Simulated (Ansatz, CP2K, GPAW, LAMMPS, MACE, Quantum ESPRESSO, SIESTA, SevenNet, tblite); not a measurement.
## Quantum ESPRESSO on amorphous carbon (64 atoms): settings against a plane-wave reference

How do the settings of Quantum ESPRESSO change the result for amorphous carbon (64 atoms)? A plane-wave run serves as the yardstick.

Main program and level: Quantum ESPRESSO 7.5; the method is named at each step.

## 1. The structure

The cell holds 64 atoms: 64 C. Cell: a = 7.590 Å, b = 7.590 Å, c = 7.590 Å, α = 90.0°, β = 90.0°, γ = 90.0°. 64 atoms (64 C) placed at random at 2.92 g/cm³, melted at 6000 K for 10 ps at fixed volume with the Tersoff potential (Tersoff, Phys. Rev. B 39, 5566 (1989)). Quenched from 6000 K to 300 K at 100 K/ps and fixed volume, held 5 ps, then minimised at fixed cell.

The yardstick, on the same geometry:

| Item | Value |
| --- | --- |
| method | Kohn-Sham DFT, PBE, PAW, plane waves (Ansatz 0.2.0); cutoff 420 eV, Γ point, fermi-dirac smearing of 0.05 eV; PAW set soft_2 |
| r.m.s. force component | 1.256 eV/Å |
| longest force | 5.071 eV/Å |
| pressure | -7.388 GPa |
| SCF cycles | 11 |
| time | 4.1 s on 4 threads of Arm Neoverse V1, shared host |
| CPU time | 14 s |

## 2. PBE, sssp-1.3.0-efficiency, 45/360 Ry

Method: Kohn-Sham DFT, PBE, SSSP efficiency 1.3.0 pseudopotentials, plane waves.

Input file pw.in:

```
&control
  calculation = 'scf'
  pseudo_dir = './pseudo'
  outdir = './tmp'
  disk_io = 'none'
  tprnfor = .true.
  tstress = .true.
/
&system
  ibrav = 0
  nat = 64
  ntyp = 1
  ecutwfc = 45
  ecutrho = 360
  nosym = .true.
  occupations = 'smearing'
  smearing = 'fd'
  degauss = 0.003675
/
&electrons
  conv_thr = 3.2e-07
  electron_maxstep = 100
  mixing_beta = 0.2
  mixing_mode = 'local-TF'
  diagonalization = 'david'
/
ATOMIC_SPECIES
C 12.011 C.upf
CELL_PARAMETERS angstrom
7.59030 0.00000 0.00000
0.00000 7.59030 0.00000
0.00000 0.00000 7.59030
ATOMIC_POSITIONS crystal
C 0.83466 0.91928 0.71452
C 0.87226 0.18332 0.50226
C 0.52196 0.75401 0.63807
C 0.39522 0.23812 0.98117
C 0.61259 0.65078 0.94456
C 0.20368 0.46720 0.17574
C 0.84238 0.67247 0.51879
C 0.74571 0.09433 0.10113
C 0.36756 0.24992 0.78106
C 0.53495 0.35500 0.07354
C 0.19499 0.51728 0.62127
C 0.85198 0.03839 0.38158
C 0.36478 0.76883 0.50936
C 0.62416 0.63810 0.23547
C 0.26679 0.12290 0.08360
C 0.29431 0.88733 0.85153
C 0.61390 0.94811 0.09812
C 0.18346 0.70899 0.58267
C 0.76307 0.49188 0.51217
C 0.96285 0.80924 0.82223
C 0.17431 0.07927 0.39456
C 0.15612 0.20893 0.53203
C 0.94294 0.86311 0.00789
C 0.52406 0.12224 0.69611
C 0.90629 0.37072 0.42912
C 0.94302 0.73372 0.14776
C 0.68245 0.93958 0.42172
C 0.70524 0.27845 0.13765
C 0.58646 0.84381 0.26729
C 0.06668 0.78600 0.27919
C 0.26047 0.78542 0.18020
C 0.55643 0.08784 0.48866
C 0.48157 0.90933 0.77890
C 0.50973 0.55446 0.08290
C 0.44570 0.38350 0.38552
C 0.59126 0.84374 0.93287
C 0.03236 0.70873 0.45652
C 0.06311 0.18325 0.02199
C 0.05740 0.50263 0.92300
C 0.39647 0.81751 0.32228
C 0.04221 0.17363 0.81766
C 0.51352 0.54843 0.69558
C 0.80982 0.59527 0.18034
C 0.86384 0.40211 0.20365
C 0.14720 0.81322 0.74705
C 0.11858 0.39197 0.48444
C 0.46659 0.19460 0.35679
C 0.59816 0.51350 0.38859
C 0.68888 0.43536 0.69683
C 0.74685 0.55816 0.84369
C 0.92120 0.04587 0.05701
C 0.31479 0.60085 0.07899
C 0.34536 0.46136 0.74738
C 0.25605 0.43128 0.34994
C 0.72146 0.82021 0.57541
C 0.23961 0.55258 0.90021
[... 4 atom lines left out ...]
C 0.03179 0.37764 0.08749
C 0.26817 0.93123 0.03505
C 0.86460 0.13074 0.70983
C 0.69157 0.23326 0.73773
K_POINTS gamma
```

On the command line:

```
> OMP_NUM_THREADS=1 mpirun -np 2 pw.x -in pw.in > output.txt
```

Log:

```text
Program PWSCF
     gamma-point specific algorithms are used
     Parallelization info
     sticks:   dense  smooth     PW     G-vecs:    dense   smooth      PW
     Min        2949    1478    374               170183    60234    7577
     Max        2952    1479    375               170188    60239    7578
     Sum        5901    2957    749               340371   120473   15155
     bravais-lattice index     =            0
     lattice parameter (alat)  =      14.3436  a.u.
     unit-cell volume          =    2951.0286 (a.u.)^3
     number of atoms/cell      =           64
     number of atomic types    =            1
     number of electrons       =       256.00
     number of Kohn-Sham states=          154
     kinetic-energy cutoff     =      45.0000  Ry
     charge density cutoff     =     360.0000  Ry
     scf convergence threshold =      3.2E-07
     mixing beta               =       0.2000
     number of iterations used =            8  local-TF  mixing
     Exchange-correlation= SLA  PW   PBX  PBC
                           (   1   4   3   4   0   0   0)
     crystal axes: (cart. coord. in units of alat)
               a(1) = (   1.000000   0.000000   0.000000 )
               a(2) = (   0.000000   1.000000   0.000000 )
               a(3) = (   0.000000   0.000000   1.000000 )
     reciprocal axes: (cart. coord. in units 2 pi/alat)
               b(1) = (  1.000000  0.000000  0.000000 )
               b(2) = (  0.000000  1.000000  0.000000 )
               b(3) = (  0.000000  0.000000  1.000000 )
     PseudoPot. # 1 for C :
     Pseudo is Projector augmented-wave + core cor, Zval =  4.0
     atomic species   valence    mass     pseudopotential
     C                 4.00    12.01100     C ( 1.00)
     No symmetry found
   Cartesian axes
     number of k points=     1  Fermi-Dirac smearing, width (Ry)=  0.0037
                       cart. coord. in units 2pi/alat
        k(    1) = (   0.0000000   0.0000000   0.0000000), wk =   2.0000000
     Dense  grid:   170186 G-vectors     FFT dimensions: (  90,  90,  90)
     Smooth grid:    60237 G-vectors     FFT dimensions: (  64,  64,  64)
     Check: negative core charge=   -0.000013
     Initial potential from superposition of free atoms
     starting charge     255.9973, renormalised to     256.0000
     Starting wfcs are  256 randomized atomic wfcs
     Self-consistent Calculation
     iteration #  1     ecut=    45.00 Ry     beta= 0.20
     total energy              =   -1176.62263098 Ry
     estimated scf accuracy    <       4.12403891 Ry
     iteration #  2     ecut=    45.00 Ry     beta= 0.20
     total energy              =   -1175.27123659 Ry
     estimated scf accuracy    <       2.97261276 Ry
     iteration #  3     ecut=    45.00 Ry     beta= 0.20
     total energy              =   -1175.55786045 Ry
     estimated scf accuracy    <       0.21928874 Ry
     iteration #  4     ecut=    45.00 Ry     beta= 0.20
     total energy              =   -1175.55237343 Ry
     estimated scf accuracy    <       0.09392271 Ry
     iteration #  5     ecut=    45.00 Ry     beta= 0.20
     total energy              =   -1175.55704285 Ry
     estimated scf accuracy    <       0.02185281 Ry
     iteration #  6     ecut=    45.00 Ry     beta= 0.20
     total energy              =   -1175.55897467 Ry
     estimated scf accuracy    <       0.00632908 Ry
     iteration #  7     ecut=    45.00 Ry     beta= 0.20
     total energy              =   -1175.55959223 Ry
     estimated scf accuracy    <       0.00194826 Ry
     iteration #  8     ecut=    45.00 Ry     beta= 0.20
     total energy              =   -1175.55983503 Ry
     estimated scf accuracy    <       0.00050095 Ry
     iteration #  9     ecut=    45.00 Ry     beta= 0.20
     total energy              =   -1175.55988403 Ry
     estimated scf accuracy    <       0.00014473 Ry
     iteration # 10     ecut=    45.00 Ry     beta= 0.20
     total energy              =   -1175.55988743 Ry
     estimated scf accuracy    <       0.00004995 Ry
     iteration # 11     ecut=    45.00 Ry     beta= 0.20
     total energy              =   -1175.55988895 Ry
     estimated scf accuracy    <       0.00001325 Ry
     iteration # 12     ecut=    45.00 Ry     beta= 0.20
     total energy              =   -1175.55989015 Ry
     estimated scf accuracy    <       0.00000406 Ry
     iteration # 13     ecut=    45.00 Ry     beta= 0.20
     total energy              =   -1175.55989042 Ry
     estimated scf accuracy    <       0.00000122 Ry
     iteration # 14     ecut=    45.00 Ry     beta= 0.20
     total energy              =   -1175.55989057 Ry
     estimated scf accuracy    <       0.00000037 Ry
     iteration # 15     ecut=    45.00 Ry     beta= 0.20
     End of self-consistent calculation
          k = 0.0000 0.0000 0.0000 (  7578 PWs)   bands (ev):
    -9.8678  -8.4405  -8.3030  -8.1347  -8.0648  -7.7558  -7.6853  -6.9802
    -6.8196  -6.6964  -6.6273  -6.3607  -6.2319  -6.0759  -5.9056  -5.8367
    -5.6873  -5.4879  -5.3008  -4.8683  -4.7444  -4.4989  -4.2043  -4.0006
    -3.9437  -3.6986  -3.6796  -3.0075  -2.3674  -2.1001  -2.0150  -1.7910
    -1.6698  -1.5600  -1.3545  -1.3246  -1.2571  -1.2296  -1.0493  -0.9535
    -0.8355  -0.6480  -0.4871  -0.2354  -0.0660   0.0877   0.1443   0.3431
     0.4374   0.5598   0.8463   0.9518   0.9940   1.2363   1.2829   1.5567
     1.5906   1.7469   1.8560   1.9489   2.1788   2.1949   2.2564   2.4109
     2.5751   2.6478   2.7286   2.9235   2.9313   3.0369   3.1842   3.2823
     3.3529   3.4923   3.6498   3.7508   3.8865   4.0645   4.1700   4.3092
     4.4112   4.4878   4.6882   4.7386   4.8260   4.8836   4.9931   5.0676
     5.1571   5.3255   5.3898   5.4924   5.5379   5.5896   5.6103   5.7101
     5.8796   5.9159   6.0797   6.1597   6.3002   6.3028   6.4387   6.5345
     6.6054   6.8284   7.0764   7.1365   7.3244   7.4501   7.5831   7.9293
     8.2120   8.5625   8.6377   8.7123   8.9013   9.1340   9.3497   9.5521
     9.7150   9.8812  10.0781  10.2473  10.4372  10.7825  10.9458  11.0192
    11.0430  11.1467  11.2599  11.3193  11.4153  11.7866  11.8456  11.9460
    12.2232  12.4249  12.4379  12.6983  12.8105  13.0874  13.2468  13.4081
    13.6413  13.9487  14.1342  14.9450  15.2072  15.4436  15.6876  15.8232
    15.9562  16.2830
     the Fermi energy is    11.0350 ev
!    total energy              =   -1175.55989063 Ry
     total all-electron energy =     -4872.462151 Ry
     estimated scf accuracy    <       0.00000017 Ry
     smearing contrib. (-TS)   =      -0.01636691 Ry
     internal energy E=F+TS    =   -1175.54352372 Ry
     The total energy is F=E-TS. E is the sum of the following terms:
     one-electron contribution =     135.29034285 Ry
     hartree contribution      =     102.30982143 Ry
     xc contribution           =    -294.51415004 Ry
     ewald contribution        =    -724.05310741 Ry
     one-center paw contrib.   =    -394.57643055 Ry
     convergence has been achieved in  15 iterations
     Forces acting on atoms (cartesian axes, Ry/au):
     atom    1 type  1   force =    -0.04079570    0.02244439   -0.00142212
     atom    2 type  1   force =     0.09968521    0.03492161    0.04467931
     atom    3 type  1   force =    -0.03400764    0.00666725   -0.04660610
     atom    4 type  1   force =     0.02233501    0.02365026    0.02156706
     atom    5 type  1   force =    -0.07093164    0.00130666   -0.12681844
     atom    6 type  1   force =    -0.01176479   -0.07015692    0.08670822
     atom    7 type  1   force =     0.04261148    0.01861997   -0.04377162
     atom    8 type  1   force =     0.00979887    0.05889616    0.03290778
     atom    9 type  1   force =    -0.00551834    0.00034693    0.01512181
     atom   10 type  1   force =     0.07299037   -0.09791133    0.00159765
     atom   11 type  1   force =     0.00828059   -0.04079195   -0.01666889
     atom   12 type  1   force =     0.04848219   -0.07769950    0.03229254
[...]
atom   60 type  1   force =     0.03509248   -0.05920058   -0.05334850
     atom   61 type  1   force =     0.06637396    0.06425960   -0.00530720
     atom   62 type  1   force =    -0.02468773   -0.03311515    0.02080469
     atom   63 type  1   force =    -0.00306431   -0.03594045   -0.00842462
     atom   64 type  1   force =    -0.01057868   -0.04358701   -0.06193130
     Total force =     0.677916     Total SCF correction =     0.000918
     Computing stress (Cartesian axis) and pressure
          total   stress  (Ry/bohr**3)                   (kbar)     P=      -71.91
  -0.00089331  -0.00023686  -0.00010484         -131.41      -34.84      -15.42
  -0.00023686  -0.00055734  -0.00011567          -34.84      -81.99      -17.02
  -0.00010484  -0.00011567  -0.00001581          -15.42      -17.02       -2.33
     Message from routine punch:
     Nothing written, as per user request (disk_io='none')
```

Wall time 41 s (2 MPI ranks of Arm Neoverse V1, shared host); peak memory 0.85 GiB.

Banners, paths, timers and routine set-up lines are dropped from the logs unmarked, and long logs keep their key lines alone; longer cuts are marked.

Numbers from this run, and their distance from the reference:

* r.m.s. force component: 1.258 eV/Å
* r.m.s. difference of force components: 4.811 meV/Å
* longest difference of force vectors: 14.32 meV/Å
* force difference over r.m.s. force: 0.3829 %
* slope of forces against the reference's: 1.001
* correlation of force components: 1
* pressure: -7.191 GPa
* pressure difference: 0.1973 GPa

Local excerpt of 13 atoms (numbers count through the whole input) about C58, which bears the longest force; x, y, z are measured from there.

```csv
atom,x,y,z,distance (Å),bonds,Fx,Fy,Fz (eV/Å)
C58,0.00,0.00,0.00,0.00,3,-3.68,1.22,3.28
C22,-0.31,0.24,-1.36,1.42,3,-1.84,-2.46,0.57
C41,-1.18,-0.03,0.81,1.43,3,1.68,0.31,-1.20
C9,1.29,0.55,0.53,1.50,4,-0.14,0.01,0.39
C46,-0.60,1.63,-1.72,2.45,4,0.61,0.44,-0.17
C53,1.12,2.16,0.27,2.45,4,-1.27,0.77,-0.79
C24,2.48,-0.42,-0.11,2.52,4,0.53,0.18,-0.58
C21,-0.17,-0.74,-2.40,2.52,3,-0.46,0.19,-2.05
C63,-2.52,-0.35,-0.01,2.55,4,-0.08,-0.92,-0.22
C16,0.74,-2.20,1.07,2.55,3,-1.65,-0.50,-2.11
C38,-1.02,0.05,2.36,2.57,4,-0.13,0.08,-0.74
C4,1.50,0.46,2.05,2.58,3,0.57,0.61,0.55
C11,-0.02,2.58,-0.68,2.67,3,0.21,-1.05,-0.43
```

Forces lie 0.38 % from the reference's, at 6.1 times its CPU time (on 2 against 4 cores).

## 3. PBE+D3(BJ), sssp-1.3.0-efficiency, 45/360 Ry

Method: Kohn-Sham DFT, PBE+D3(BJ), SSSP efficiency 1.3.0 pseudopotentials, plane waves.

pw.in: that of step 2 with these lines changed.

```diff
@@ -18,2 +18,5 @@
   degauss = 0.003675
+  vdw_corr = 'dft-d3'
+  dftd3_version = 4
+  dftd3_threebody = .false.
 /
```

Log:

```text
[banner, memory and clock lines left out]
Program PWSCF
     gamma-point specific algorithms are used
     bravais-lattice index     =            0
     lattice parameter (alat)  =      14.3436  a.u.
     unit-cell volume          =    2951.0286 (a.u.)^3
     number of atoms/cell      =           64
     number of atomic types    =            1
     number of electrons       =       256.00
     number of Kohn-Sham states=          154
     kinetic-energy cutoff     =      45.0000  Ry
[... lines left out ...]
     scf convergence threshold =      3.2E-07
[... lines left out ...]
     number of k points=     1  Fermi-Dirac smearing, width (Ry)=  0.0037
[... lines left out ...]
     total energy              =   -1177.45831402 Ry
[... lines left out ...]
     total energy              =   -1176.10691963 Ry
[... lines left out ...]
     total energy              =   -1176.39354350 Ry
[... lines left out ...]
     total energy              =   -1176.39557346 Ry
[... lines left out ...]
     total energy              =   -1176.39557362 Ry
[... lines left out ...]
    -5.6873  -5.4879  -5.3008  -4.8683  -4.7444  -4.4989  -4.2043  -4.0006
[...]
12.2232  12.4249  12.4379  12.6983  12.8105  13.0874  13.2468  13.4081
    13.6413  13.9487  14.1342  14.9450  15.2072  15.4436  15.6876  15.8232
    15.9562  16.2830
     the Fermi energy is    11.0350 ev
!    total energy              =   -1176.39557367 Ry
     total all-electron energy =     -4873.297834 Ry
     estimated scf accuracy    <       0.00000017 Ry
     smearing contrib. (-TS)   =      -0.01636691 Ry
     internal energy E=F+TS    =   -1176.37920676 Ry
     The total energy is F=E-TS. E is the sum of the following terms:
     one-electron contribution =     135.29034285 Ry
     hartree contribution      =     102.30982143 Ry
     xc contribution           =    -294.51415004 Ry
     ewald contribution        =    -724.05310741 Ry
     DFT-D3 Dispersion         =      -0.83568304 Ry
     one-center paw contrib.   =    -394.57643055 Ry
     convergence has been achieved in  15 iterations
     Forces acting on atoms (cartesian axes, Ry/au):
     atom    1 type  1   force =    -0.04199727    0.02392085   -0.00166265
     atom    2 type  1   force =     0.09620936    0.03646943    0.04137561
     atom    3 type  1   force =    -0.03428673    0.00636968   -0.04768729
[...]
atom   63 type  1   force =    -0.00410562   -0.03524469   -0.00776711
     atom   64 type  1   force =    -0.01161068   -0.04219686   -0.05711716
     Total force =     0.687867     Total SCF correction =     0.000918
     Computing stress (Cartesian axis) and pressure
          total   stress  (Ry/bohr**3)                   (kbar)     P=      -85.19
  -0.00099294  -0.00023393  -0.00009779         -146.07      -34.41      -14.38
  -0.00023393  -0.00066357  -0.00011411          -34.41      -97.61      -16.79
  -0.00009779  -0.00011411  -0.00008084          -14.38      -16.79      -11.89
     Message from routine punch:
     Nothing written, as per user request (disk_io='none')
```

Elapsed: 42 s, on 2 MPI ranks; peak memory 0.86 GiB.

Compared with the plane-wave run:

- r.m.s. force component: 1.276 eV/Å
- r.m.s. difference of force components: 61.24 meV/Å
- longest difference of force vectors: 303.8 meV/Å
- force difference over r.m.s. force: 4.875 %
- slope of forces against the reference's: 1.015
- correlation of force components: 0.999
- pressure: -8.519 GPa
- pressure difference: -1.131 GPa

Against the first run (0.38 %), the force difference from the reference is 4.9 %, at 1.0 times the CPU time; the model has changed, so this is no error of the program alone.

[end of part 1 of 2]

[Also dropped from logs without a mark: logging warnings of Python, and SIESTA's first energy breakdown and zero terms.]

[Logs are printed without paths, hosts, clocks, repeated set-up lines and the standing remarks that a program may print on its own settings, such as how far it seeks lower states.]

[Hosts, paths, dates, database ids (printed as entryN), source tags and the programs' standing remarks are cut or masked in the printed files.]
